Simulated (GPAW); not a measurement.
# Quasiparticle gap of NiO2 (R-3m) in GPAW

Wanted: ground state, empty states, screening and self-energy for NiO2 (R-3m).

Method: LDA and many-body steps on it, plane waves, in GPAW 26.7.0.

### 1. Set-up

Symmetry: R-3m, No. 166, trigonal system. Conventional cell: a = 2.804 Å, b = 2.804 Å, c = 20.923 Å, α = 90.00°, β = 90.00°, γ = 120.00°. Ni has 6 O at 1.88 Å nearest. O has 3 Ni at 1.88 Å nearest. Farther neighbours and most contacts between anions are not listed.

Structure file:

```
Ni O
1.0
     1.40213    0.80952    6.97429
    -1.40213    0.80952    6.97429
     0.00000   -1.61904    6.97429
Ni O
1 2
Direct
  0.00000 0.00000 0.00000
  0.62121 0.62121 0.62121
  0.37879 0.37879 0.37879
```

The cell and positions are those that the Materials Project relaxed with its own functionals (PBE, PBE+U or r2SCAN), kept fixed.

### 2. Ground state

This step: GPAW 26.7.0; DFT, LDA, plane waves, PAW.

The ground-state density comes first.

The input, run.py:

```python
import json
import numpy as np
from gpaw.mpi import world
from ase import Atoms
from gpaw import GPAW, PW, FermiDirac

atoms = Atoms(['Ni', 'O', 'O'],
    cell=[[1.4021288975, 0.8095194964, 6.9742947559],
      [-1.4021288975, 0.8095194964, 6.9742947559],
      [0.0000000000, -1.6190389929, 6.9742947559]],
    scaled_positions=[[0.0000000000, 0.0000000000, 0.0000000000],
      [0.6212110000, 0.6212110000, 0.6212110000],
      [0.3787890000, 0.3787890000, 0.3787890000]],
    pbc=(True, True, True))
calc = GPAW(mode=PW(600),
    xc='LDA',
    kpts={'size': (10, 10, 10), 'gamma': True},
    occupations=FermiDirac(0.001),
    nbands=-7,
    convergence={'density': 1e-6, 'bands': -3},
    maxiter=100,
    txt='gs.txt')
atoms.calc = calc
res = {'energy': atoms.get_potential_energy()}
kpts = calc.get_ibz_k_points()
res['kpts'] = kpts
res['eigenvalues'] = [calc.get_eigenvalues(kpt=k) for k in range(len(kpts))]
res['n_electrons'] = calc.get_number_of_electrons()
calc.write('gs.gpw')

if world.rank == 0:
    with open('result.json', 'w') as f:
        json.dump(res, f, default=lambda x: x.tolist())
```

Command:

```
$ mpirun -n 4 gpaw python run.py
```

The program printed:

```text
__  _  _
 | _ |_)|_||  |
 |__||  | ||/\| - 26.7.0

Input parameters:
  mode=PW(ecut=600.0),
  convergence={'density': 1e-06, 'bands': -3},
  kpts=MonkhorstPack(size=(10, 10, 10), gamma=True),
  maxiter=100,
  nbands=-7,
  occupations=Occupations(name='fermi-dirac', width=0.001, fixmagmom=False),
  xc=XC(name='LDA')
  [... matrices ...]
Diagonalizing LCAO Hamiltonian
Converting LCAO to pw mode

       O

       O

       Ni

Atoms  # Å, Bohr magnetons
|   | symbol |        x |         y |         z |    initial magnetic moments |
| 0 |     Ni | 0.000000 |  0.000000 |  0.000000 | ( 0.0000,  0.0000,  0.0000) |
| 1 |      O | 0.000000 | -0.000000 | 12.997526 | ( 0.0000,  0.0000,  0.0000) |
| 2 |      O | 0.000000 | -0.000000 |  7.925358 | ( 0.0000,  0.0000,  0.0000) |

Unit cell  # Å
| periodic |         x |         y |        z |  lengths |    angles |
|      yes |  1.402129 |  0.809519 | 6.974295 | 7.159754 | 22.586988 |
|      yes | -1.402129 |  0.809519 | 6.974295 | 7.159754 | 22.586988 |
|      yes |  0.000000 | -1.619039 | 6.974295 | 7.159754 | 22.586988 |

Number of symmetries: 12
Symmetry operations  # r_c * U_cc + t_c -> r_c
|    | kind |            matrix            |
|  0 |  E   |  1, 0, 0,  0, 1, 0,  0, 0, 1 |
|  1 |  σ   |  1, 0, 0,  0, 0, 1,  0, 1, 0 |
|  2 |  σ   |  0, 1, 0,  1, 0, 0,  0, 0, 1 |
|  3 |  C3  |  0, 1, 0,  0, 0, 1,  1, 0, 0 |
|  4 |  C3  |  0, 0, 1,  1, 0, 0,  0, 1, 0 |
|  5 |  σ   |  0, 0, 1,  0, 1, 0,  1, 0, 0 |
|  6 |  C2  |  0, 0,-1,  0,-1, 0, -1, 0, 0 |
|  7 |  S6  |  0, 0,-1, -1, 0, 0,  0,-1, 0 |
|  8 |  S6  |  0,-1, 0,  0, 0,-1, -1, 0, 0 |
|  9 |  C2  |  0,-1, 0, -1, 0, 0,  0, 0,-1 |
| 10 |  C2  | -1, 0, 0,  0, 0,-1,  0,-1, 0 |
| 11 |  i   | -1, 0, 0,  0,-1, 0,  0, 0,-1 |

BZ-sampling:
  Number of BZ points: 1000
  Number of IBZ points: 116

  Monkhorst-Pack size: [10, 10, 10]
  Monkhorst-Pack shift: [0.05, 0.05, 0.05]

K-points  # in reciprocal-cell coordinates
|     |                                coordinates |     weight |
|   0 | (  0.00000000,   0.00000000,   0.00000000) | 0.00100000 |
|   1 | (  0.10000000,   0.00000000,  -0.10000000) | 0.00600000 |
|   2 | (  0.10000000,   0.00000000,   0.00000000) | 0.00600000 |
|   3 | (  0.10000000,   0.10000000,  -0.10000000) | 0.00600000 |
|   4 | (  0.10000000,   0.10000000,   0.00000000) | 0.00600000 |
|   5 | (  0.10000000,   0.10000000,   0.10000000) | 0.00200000 |
|   6 | (  0.20000000,  -0.10000000,  -0.10000000) | 0.00600000 |
|   7 | (  0.20000000,   0.00000000,  -0.20000000) | 0.00600000 |
|   8 | (  0.20000000,   0.00000000,  -0.10000000) | 0.01200000 |
|   9 | (  0.20000000,   0.00000000,   0.00000000) | 0.00600000 |
| ... |                                            |            |
| 115 | (  0.50000000,   0.50000000,   0.50000000) | 0.00100000 |

Plane wave coefficients: 1612
Cutoff: 600.0 eV

Spin-components: 1 (collinear spins)
Bands:           21
Projectors:      16
Spin-degeneracy: 2
Datatype:        complex128

  Storage: CPU
  Wave functions: 62_322_624 bytes (15_580_656 per core)
  Projectors: 68_258_112 bytes (17_064_528 per core)
  [... matrices ...]
Parallelization:
  kpt:    4
  domain: 1
  band:   1

Density:
  Valence electrons: 28.0
  Components: 1
  Grid points: [42 42 42]
  Charge: 0.0  # |e|

Potential:
  Grid points: [42 42 42]

species:
  Ni:
    name:    Nickel
    Z:       28.0
    valence: 16
    core:    12
    charge:  0.0  # [|e|]
    compensation charges:
      type: gauss
      rc: 0.36  # [Å]
      lmax: 2
    cutoffs:
      filter: 2.14  # [Å]
      core: 1.98  # [Å]
    projectors
    | kind |    occ | energy [eV] | rcut [Å] |
    |   4s |  2.000 |      -5.858 |    1.164 |
    |   3p |  6.000 |     -71.266 |    1.207 |
    |   4p |  0.000 |      -1.338 |    1.207 |
    |   3d |  8.000 |      -9.141 |    1.138 |
    |    s |        |      21.353 |    1.164 |
    |    d |        |      18.071 |    1.138 |

    Using partial waves for Ni as LCAO basis

  O:
    name:    Oxygen
    Z:       8.0
    valence: 6
    core:    2
    charge:  0.0  # [|e|]
    compensation charges:
      type: gauss
      rc: 0.21  # [Å]
      lmax: 2
    cutoffs:
      filter: 1.17  # [Å]
      core: 0.83  # [Å]
    projectors
    | kind |    occ | energy [eV] | rcut [Å] |
    |   2s |  2.000 |     -23.752 |    0.688 |
    |   2p |  4.000 |      -9.195 |    0.598 |
    |    s |        |       3.459 |    0.688 |
    |    p |        |      18.016 |    0.598 |
    |    d |        |       0.000 |    0.619 |

    Using partial waves for O as LCAO basis

Reference energy: -45356.412007  # eV

eigensolver:
  PPCG
  Converge bands: -3
  niter=2

density mixing:
  MSR1-Mixer
  Pratt-step length: 0.05
  Maximum mixing coefficient: 0.75
  Old densities: 10
  SVD Regularization: 0.005
  Good broyden scale: 1.0
  Trust region scale: 1.0
  Backstep threshold: 4.0
  History deletion threshold: 6.0
  Fourier metric: weight=20.0, sigma=0.015

occupation numbers:
  Fermi-Dirac:
    width: 0.0010  # eV

poisson solver:
  ecut: 4800.0  # eV

xc functional:
  name: None

Initialization done in: 4.357 s

convergence criteria:
- Maximum integral of absolute [dens]ity change: 1e-06 electrons / valence electron
- Maximum [total energy] change in last 3 cyles: 0.0005 eV / valence electron
- Maximum integral of absolute [eigenst]ate change: 4e-08 eV^2 / valence electron
maximum number of iterations: 100

SCF iterations
|iter     |     time |      energy | eigst |  dens |
|iter:   1|  |  -23.635113 | +0.69 |       |
|iter:   2|  |  -22.876267 | -0.62 | -1.05 |
|iter:   3|  |  -22.334006 | -1.60 | -1.20 |
|iter:   4|  |  -22.242103 | -2.52 | -1.53 |
|iter:   5|  |  -22.171154 | -2.42 | -1.68 |
|iter:   6|  |  -22.163127 | -3.04 | -2.12 |
|iter:   7|  |  -22.163069c| -4.50 | -2.80 |
|iter:   8|  |  -22.163060c| -5.43 | -3.31 |
|iter:   9|  |  -22.163060c| -6.52 | -4.14 |
|iter:  10|  |  -22.163060c| -7.22 | -4.44 |
|iter:  11|  |  -22.163060c| -8.17c| -5.86 |
|iter:  12|  |  -22.163060c| -8.42c| -5.96 |
|iter:  13|  |  -22.163060c| -9.14c| -6.69c|

Converged in 13 steps
SCF loop duration: 77.393 s (5.953 s/step)
Energy contributions relative to reference atoms: (reference = -45356.412007)
  [... matrices ...]
Energy contributions:
  Kinetic:          12.701083
  Coulomb:         -13.615298
  Zero:              0.190722
  External:          0.000000
  Xc:              -21.439567
  Entropy:          -0.000000
  Spinorbit:         0.000000
  ----------------------------
  Free energy:     -22.163060
  Extrapolated:    -22.163060

dipole moment: (0.000000, 0.000000, -44.250730)  # |e|*Ang

Fermi level: -0.472
Eigenvalues  # (at kpt = [0.000, 0.000, 0.000])
| band index |      eig [eV] | occ [0-2] |
|          0 |       -65.186 |     2.000 |
|        ... |               |           |
|          6 |        -6.456 |     2.000 |
|          7 |        -6.386 |     2.000 |
|          8 |        -3.031 |     2.000 |
|          9 |        -3.025 |     2.000 |
|         10 |        -2.393 |     2.000 |
|         11 |        -2.083 |     2.000 |
|         12 |        -2.083 |     2.000 |
|         13 |        -1.165 |     2.000 |
|         14 |         1.286 |     0.000 |
|         15 |         1.287 |     0.000 |
|         16 |         5.859 |     0.000 |
|         17 |         9.061 |     0.000 |
|         18 |         9.361 |     0.000 |
|         19 |        12.349 |     0.000 |
|         20 |        18.395 |     0.000 |

Gap: 1.264 eV
Transition (v -> c):
  (s=0, k=114, n=13, [0.50, 0.50, 0.40]) -> (s=0, k=81, n=14, [0.40, 0.40, 0.10])
Direct/indirect transitions are different
Direct gap: 1.451 eV
Transition at: (s=0, k=82, n=13, [0.40, 0.40, 0.20])
# Writing to gs.gpw (mode='')
  [... matrices ...]
```

The job ended after 83 s (4 MPI ranks of Arm Neoverse V2, shared host; peak memory 1.2 GiB).

This step gave:

```
total energy               : -22.16 eV
gap                        : 1.264 eV
k of the valence top       : 0.5, 0.5, 0.4
k of the conduction bottom : 0.4, 0.4, 0.1
least direct gap           : 1.451 eV
```

The gap is indirect, with the least direct gap 0.19 eV higher.

### 3. Bands along the symmetry lines

The cheap functional maps the bands first; the places of the edges decide which points the dearer methods must see.

The input, run.py:

```python
import json
import numpy as np
from gpaw.mpi import world
from gpaw import GPAW

path = [[0.000000, 0.000000, 0.000000],
    [0.062500, 0.062500, 0.062500],
    [0.125000, 0.125000, 0.125000],
    [0.187500, 0.187500, 0.187500],
    [0.250000, 0.250000, 0.250000],
    [0.312500, 0.312500, 0.312500],
    [0.375000, 0.375000, 0.375000],
    [0.437500, 0.437500, 0.437500],
    [0.500000, 0.500000, 0.500000],
    [0.540544, 0.459456, 0.500000],
    [0.581088, 0.418912, 0.500000],
    [0.621632, 0.378368, 0.500000],
    [0.662176, 0.337824, 0.500000],
    [0.702720, 0.297280, 0.500000],
    [0.743264, 0.256736, 0.500000],
    [0.783808, 0.216192, 0.500000],
    [0.824352, 0.175648, 0.500000],
    [0.500000, -0.175648, 0.175648],
    [0.500000, -0.153692, 0.153692],
    [0.500000, -0.131736, 0.131736],
    [0.500000, -0.109780, 0.109780],
    [0.500000, -0.087824, 0.087824],
    [0.500000, -0.065868, 0.065868],
    [0.500000, -0.043912, 0.043912],
    [0.500000, -0.021956, 0.021956],
    [0.500000, 0.000000, 0.000000],
    [0.437500, 0.000000, 0.000000],
    [0.375000, 0.000000, 0.000000],
    [0.312500, 0.000000, 0.000000],
    [0.250000, 0.000000, 0.000000],
    [0.187500, 0.000000, 0.000000],
    [0.125000, 0.000000, 0.000000],
    [0.062500, 0.000000, 0.000000],
    [0.000000, 0.000000, 0.000000],
    [0.042228, -0.042228, 0.000000],
    [0.084456, -0.084456, 0.000000],
    [0.126684, -0.126684, 0.000000],
    [0.168912, -0.168912, 0.000000],
    [0.211140, -0.211140, 0.000000],
    [0.253368, -0.253368, 0.000000],
    [0.295596, -0.295596, 0.000000],
    [0.337824, -0.337824, 0.000000],
    [0.662176, 0.000000, 0.337824],
    [0.641904, 0.000000, 0.358096],
    [0.621632, 0.000000, 0.378368],
    [0.601360, 0.000000, 0.398640],
    [0.581088, 0.000000, 0.418912],
    [0.560816, 0.000000, 0.439184],
    [0.540544, 0.000000, 0.459456],
    [0.520272, 0.000000, 0.479728],
    [0.500000, 0.000000, 0.500000],
    [0.437500, 0.000000, 0.437500],
    [0.375000, 0.000000, 0.375000],
    [0.312500, 0.000000, 0.312500],
    [0.250000, 0.000000, 0.250000],
    [0.187500, 0.000000, 0.187500],
    [0.125000, 0.000000, 0.125000],
    [0.062500, 0.000000, 0.062500],
    [0.000000, 0.000000, 0.000000]]
calc = GPAW('gs.gpw').fixed_density(kpts=path,
    symmetry='off',
    nbands=24,
    convergence={'bands': 20},
    txt='bands.txt')
res = {}
kpts = calc.get_ibz_k_points()
res['kpts'] = kpts
res['eigenvalues'] = [calc.get_eigenvalues(kpt=k) for k in range(len(kpts))]
res['n_electrons'] = calc.get_number_of_electrons()

if world.rank == 0:
    with open('result.json', 'w') as f:
        json.dump(res, f, default=lambda x: x.tolist())
```

Command:

```
$ mpirun -n 4 gpaw python run.py
```

The program printed:

```text
Diagonalizing LCAO Hamiltonian
Converting LCAO to pw mode
convergence criteria:
- Maximum integral of absolute [eigenst]ate change: 4e-08 eV^2 / valence electron
maximum number of iterations: 100

SCF iterations
|iter     |     time |      energy | eigst |  dens |
|iter:   1|  |             | +1.57 |       |
|iter:   2|  |             | +0.17 |       |
|iter:   3|  |             | -1.18 |       |
|iter:   4|  |             | -2.80 |       |
|iter:   5|  |             | -3.82 |       |
|iter:   6|  |             | -5.35 |       |
|iter:   7|  |             | -6.42 |       |
|iter:   8|  |             | -7.70c|       |
SCF steps: 8
  __  _  _
 | _ |_)|_||  |
 |__||  | ||/\| - 26.7.0

Input parameters:
  mode=PW(ecut=600.0),
  convergence={'bands': 20},
  gpts=array([42, 42, 42]),
  kpts=KPoints(kpts=array([[ 0.      ,  0.      ,  0.      ],
         [ 0.0625  ,  0.0625  ,  0.0625  ],
         [ 0.125   ,  0.125   ,  0.125   ],
         [ 0.1875  ,  0.1875  ,  0.1875  ],
[...]
[ 0.540544,  0.459456,  0.5     ],
         [ 0.581088,  0.418912,  0.5     ],
         [ 0.621632,  0.378368,  0.5     ],
[...]
[ 0.5     , -0.175648,  0.175648],
         [ 0.5     , -0.153692,  0.153692],
         [ 0.5     , -0.131736,  0.131736],
[...]
[ 0.5     , -0.087824,  0.087824],
         [ 0.5     , -0.065868,  0.065868],
         [ 0.5     , -0.043912,  0.043912],
         [ 0.5     , -0.021956,  0.021956],
[...]
[ 0.295596, -0.295596,  0.      ],
         [ 0.337824, -0.337824,  0.      ],
         [ 0.662176,  0.      ,  0.337824],
         [ 0.641904,  0.      ,  0.358096],
         [ 0.621632,  0.      ,  0.378368],
[...]
[ 0.581088,  0.      ,  0.418912],
         [ 0.560816,  0.      ,  0.439184],
         [ 0.540544,  0.      ,  0.459456],
         [ 0.520272,  0.      ,  0.479728],
[...]
[ 0.125   ,  0.      ,  0.125   ],
         [ 0.0625  ,  0.      ,  0.0625  ],
         [ 0.      ,  0.      ,  0.      ]])),
  maxiter=100,
  nbands=24,
  occupations=Occupations(name='fermi-dirac', width=0.001, fixmagmom=False),
  parallel={},
  symmetry=Symmetry(point_group=False, time_reversal=False),
  xc=XC(name='LDA')
```

It took 32 s on 4 MPI ranks; peak memory 1.2 GiB; 2.1 min of CPU time.

Numbers from this step:

* gap: 1.221 eV
* k of the valence top: 0.5811, 0.4189, 0.5
* k of the conduction bottom: 0.25, 0, 0.25
* least direct gap: 1.437 eV

The gap is 1.221 eV, −0.044 eV from the run before at this level.

The electronic bands at the labelled points (eV, zero at the top of the highest filled band):

```
     point  band 11  band 12  band 13  band 14  band 15  band 16  band 17  band 18
         Γ    -1.33    -1.02    -1.02    -0.10     2.35     2.35     6.93    10.13
   halfway    -1.36    -1.02    -1.02    -0.09     2.35     2.35     7.21     9.18
         T    -1.38    -1.02    -1.02    -0.08     2.35     2.35     7.77     8.31
   halfway    -1.29    -1.07    -0.35    -0.31     1.39     1.78     9.42    11.00
        H2    -2.78    -1.61    -0.64    -0.56     1.57     1.59    13.90    14.19
jump to H0    -2.78    -1.62    -0.64    -0.56     1.57     1.59    13.90    14.19
   halfway    -2.28    -1.51    -1.02    -0.54     1.67     1.79    12.88    13.12
         L    -1.78    -1.55    -1.50    -0.88     1.72     2.24    11.88    12.47
   halfway    -1.35    -0.72    -0.68    -0.23     1.23     2.12     8.75    11.54
         Γ    -1.33    -1.02    -1.02    -0.10     2.35     2.35     6.93    10.13
   halfway    -1.30    -1.13    -0.41    -0.28     1.41     1.74     9.36    12.11
        S0    -2.79    -1.62    -0.62    -0.58     1.58     1.58    14.00    14.16
jump to S2    -2.79    -1.62    -0.62    -0.58     1.58     1.58    14.00    14.16
   halfway    -2.23    -1.50    -1.06    -0.57     1.67     1.84    12.81    13.28
         F    -1.77    -1.55    -1.50    -0.88     1.71     2.24    12.10    12.65
   halfway    -1.35    -0.72    -0.68    -0.22     1.22     2.12     8.89    11.09
         Γ    -1.33    -1.02    -1.02    -0.10     2.35     2.35     6.93    10.13
```

### 4. Empty states on the mesh, 4×4×4 mesh, 169 bands

The sums over transitions need many empty states on a uniform mesh; this step solves for them.

The input, run.py:

```python
import json
import numpy as np
from gpaw.mpi import world
from gpaw import GPAW

calc = GPAW('gs.gpw').fixed_density(kpts={'size': (4, 4, 4), 'gamma': True},
    parallel={'domain': 1, 'band': 1},
    txt='nscf.txt')
calc.diagonalize_full_hamiltonian(nbands=169)
calc.write('full.gpw', mode='all')
res = {}
kpts = calc.get_ibz_k_points()
res['kpts'] = kpts
res['eigenvalues'] = [calc.get_eigenvalues(kpt=k) for k in range(len(kpts))]
res['n_electrons'] = calc.get_number_of_electrons()

if world.rank == 0:
    with open('result.json', 'w') as f:
        json.dump(res, f, default=lambda x: x.tolist())
```

Command:

```
$ mpirun -n 4 gpaw python run.py
```

The program printed:

```text
Diagonalizing LCAO Hamiltonian
Converting LCAO to pw mode
convergence criteria:
- Maximum integral of absolute [eigenst]ate change: 4e-08 eV^2 / valence electron
maximum number of iterations: 100

SCF iterations
|iter     |     time |      energy | eigst |  dens |
|iter:   1|  |             | +0.76 |       |
|iter:   2|  |             | -0.07 |       |
|iter:   3|  |             | -1.17 |       |
[...]
|iter:   8|  |             | -6.25 |       |
|iter:   9|  |             | -6.91 |       |
|iter:  10|  |             | -7.68c|       |
SCF steps: 10
  __  _  _
 | _ |_)|_||  |
 |__||  | ||/\| - 26.7.0

Input parameters:
  mode=PW(ecut=600.0),
  convergence={'density': 1e-06, 'bands': -3},
  gpts=array([42, 42, 42]),
  kpts=MonkhorstPack(size=(4, 4, 4), gamma=True),
  maxiter=100,
  nbands=21,
  occupations=Occupations(name='fermi-dirac', width=0.001, fixmagmom=False),
  parallel={'domain': 1, 'band': 1},
  xc=XC(name='LDA')
Matrix size: 1599x1599
# Writing to full.gpw (mode='all')
  [... matrices ...]

timing:  # [seconds]
  Total: 26.601  # ━━━━━━━━━━━━━━━━━━━━━━━━━━━━━━━━━━━━━━━━━━━━━━━━━━━━━━━━━━
```

Elapsed: 38 s, on 4 MPI ranks; peak memory 1.9 GiB; 2.5 min of CPU time.

Numbers from this step:

```yaml
gap: 1.300 eV
k_of_the_valence_top: 0.5, 0.5, 0.5
k_of_the_conduction_bottom: 0.5, 0.5, 0.25
least_direct_gap: 1.437 eV
k_points_computed: 13
lowest_point_of_the_top_converged_band_above_the_valence_top: 120.6955 eV
```

On this mesh the gap is 1.300 eV. The earlier step found 1.264 eV, so this mesh misses an edge.

(Continued in part 2 of 2.)

[Paths, hosts, dates, memory and timing lines, banners, echoed tables and standing remarks are left out of the program output.]

[Logs are printed without paths, hosts, clocks, repeated set-up lines and the standing remarks that a program may print on its own settings, such as how far it seeks lower states.]

[Runs of the session that timed out or met a known fault of the program may be left out.]

[Hosts, paths, dates, database ids (printed as entryN), source tags and the programs' standing remarks are cut or masked in the printed files.]
